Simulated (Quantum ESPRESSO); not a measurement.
Consider LiTi2O4 (Fd-3m).

```
Ti O Li
1.0
     0.00000    4.19550    4.19550
     4.19550    0.00000    4.19550
     4.19550    4.19550    0.00000
Ti O Li
4 8 2
Direct
  0.12500 0.62500 0.12500
  0.12500 0.12500 0.62500
  0.62500 0.12500 0.12500
  0.12500 0.12500 0.12500
  0.36000 0.36000 0.92000
  0.89000 0.33000 0.89000
  0.36000 0.36000 0.36000
  0.33000 0.89000 0.89000
  0.36000 0.92000 0.36000
  0.89000 0.89000 0.33000
  0.92000 0.36000 0.36000
  0.89000 0.89000 0.89000
  0.75000 0.75000 0.75000
  0.50000 0.50000 0.50000
```

Absorber: atom 1, with 6 O at 1.98 Å (distorted octahedral, site symmetry -3m). Method: Quantum ESPRESSO XSpectra, PBEsol, excited-electron core hole (neutral cell), 14-atom cell with 5.9 Å between holes, 5×5×5 k points, dipole transitions, Lorentzian half width 0.47 eV up to 4 eV, rising linearly to 4 eV at 25 eV.

Q: What does the Ti K edge look like?

Main maxima up to 30 eV above the zero (height): 1.2 eV (0.20) and 18.4 eV (2.27). A K edge sees empty p states. The first eV above the zero hold little dipole weight, as the lowest empty bands are of d character; the main edge, of 4p character, rises through 0.6 near 9 eV above the zero. The total-energy difference is 4979.47 eV. One term is added: -22.82 eV, since the hole is spin-paired here and a spin-polarised one costs that much less in the free atom (computed apart). The photon energy is then 4956.65 eV. The tabulated edge of the element is 4966 eV. The functional leaves an error in such absolute values: in the free atom PBEsol prices this hole 6.2 eV below PBE (computed apart), and PBE is itself good to a few eV.

The Ti K spectrum (energy from the energy zero of the input (xe0, at the border of filled and empty states); intensity scaled to a mean of 1 over the first 20 eV; the points at xe0, where the cut of filled states can leave a spike, are interpolated):

| E (eV) | intensity |
| --- | --- |
| -2.0 | 0.03 |
| -1.5 | 0.03 |
| -1.0 | 0.04 |
| -0.5 | 0.05 |
| 0.0 | 0.07 |
| 0.5 | 0.12 |
| 1.0 | 0.19 |
| 1.5 | 0.17 |
| 2.0 | 0.11 |
| 2.5 | 0.11 |
| 3.0 | 0.13 |
| 3.5 | 0.16 |
| 4.0 | 0.14 |
| 4.5 | 0.13 |
| 5.0 | 0.17 |
| 5.5 | 0.23 |
| 6.0 | 0.30 |
| 6.5 | 0.36 |
| 7.0 | 0.41 |
| 7.5 | 0.45 |
| 8.0 | 0.52 |
| 8.5 | 0.61 |
| 9.0 | 0.71 |
| 9.5 | 0.80 |
| 10.0 | 0.89 |
| 10.5 | 0.98 |
| 11.0 | 1.07 |
| 11.5 | 1.16 |
| 12.0 | 1.25 |
| 12.5 | 1.33 |
| 13.0 | 1.39 |
| 13.5 | 1.45 |
| 14.0 | 1.52 |
| 14.5 | 1.60 |
| 15.0 | 1.69 |
| 15.5 | 1.79 |
| 16.0 | 1.89 |
| 16.5 | 2.00 |
| 17.0 | 2.11 |
| 17.5 | 2.19 |
| 18.0 | 2.25 |
| 18.5 | 2.27 |
| 19.0 | 2.25 |
| 19.5 | 2.19 |
| 20.0 | 2.11 |
| 20.5 | 2.02 |
| 21.0 | 1.94 |
| 21.5 | 1.86 |
| 22.0 | 1.80 |
| 22.5 | 1.75 |
| 23.0 | 1.71 |
| 23.5 | 1.68 |
| 24.0 | 1.66 |
| 24.5 | 1.64 |
| 25.0 | 1.63 |
| 25.5 | 1.63 |
| 26.0 | 1.63 |
| 26.5 | 1.64 |
| 27.0 | 1.65 |
| 27.5 | 1.67 |
| 28.0 | 1.69 |
| 28.5 | 1.70 |
| 29.0 | 1.72 |
| 29.5 | 1.73 |
| 30.0 | 1.74 |
| 30.5 | 1.75 |
| 31.0 | 1.74 |
| 31.5 | 1.74 |
| 32.0 | 1.73 |

The unit cell's mesh shows no gap over 0.35 eV. That is right for a metallic compound; for a small-gap or correlated insulator it would be the fault of the functional or of the assumed magnetic order, and the hole would be screened too well. Quadrupole 1s→3d transitions, which feed the pre-edge, are not in the dipole spectrum. The holes are only 5.9 Å apart, so the shape is probably not converged with cell size; no larger cell was run here. Lifetime broadening is put in by hand, and intensities beyond about 20 eV depend on it and on the partial waves. The structure is a published determination, not relaxed.

[Banner, clock and machine lines of the logs are left out without a mark of their own.]

[Logs are printed without paths, hosts, clocks, repeated set-up lines and the standing remarks that a program may print on its own settings, such as how far it seeks lower states.]

[Hosts, paths, dates, database ids (printed as entryN), source tags and the programs' standing remarks are cut or masked in the printed files.]

[Lists of maxima count a maximum above −3 eV only where it reaches 4 % of the highest in the window and stands out from its surroundings by 2 % of it (1.5 % where it reaches 55 %); shoulders and weaker maxima are passed over, and of the rest the first, up to two pre-edge ones and the few strongest are named.]
